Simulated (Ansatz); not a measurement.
# Tunnelling from Li(100) to Li(100): the current at the widest gap

Three vacuum gaps between Li(100) and Li(100) are known. What current density flows at 0.25 V across 6.5 Å?

Set-up. Ansatz 0.2.0, plane waves with PAW datasets, PBEsol; a slab with two metal leads whose outer parts are reservoirs, with density and current solved under bias (Landauer, 300 K). The gap is counted from plane to plane of nuclei, and atoms stay on ideal sites.

The runs, with one result withheld:

```
gap (Å)  drop between the leads' cuts at 0.25 V (V)  current density at 0.25 V (A/m²)
    3.5                                       0.152                         1.06×10¹⁴
    4.5                                       0.201                         5.97×10¹³
    5.5                                       0.231                         2.60×10¹³
    6.5                                       0.244                                 ?
```

**Fit on the rows shown.**

Tunnelling falls as exp(−βd). From 3.5 to 4.5 Å, β = ln(1.06×10¹⁴/5.97×10¹³)/1 = 0.575 Å⁻¹, and from 4.5 to 5.5 Å it is 0.830 Å⁻¹; the slope still steepens as the gap leaves contact, so the wider pair is taken. Then 2.60×10¹³ × exp(−0.830 × 1). Predicted: 1.13×10¹³ A/m².

**The withheld run.**

7.53×10¹² A/m², so the prediction is 51 % too high. The last step has β = 1.24 Å⁻¹, an apparent barrier ħ²β²/8m of 1.5 eV: the decay of this current is still steepening. The conductances at 0 V give β = 0.833 and 1.24 Å⁻¹ for the last two steps.

Caveats: On every other k-point the currents of these runs, at any bias, move by up to 1.4 %. A semilocal functional lacks the image potential's tail.

[Logs are printed without paths, hosts, clocks, repeated set-up lines and the standing remarks that a program may print on its own settings, such as how far it seeks lower states.]
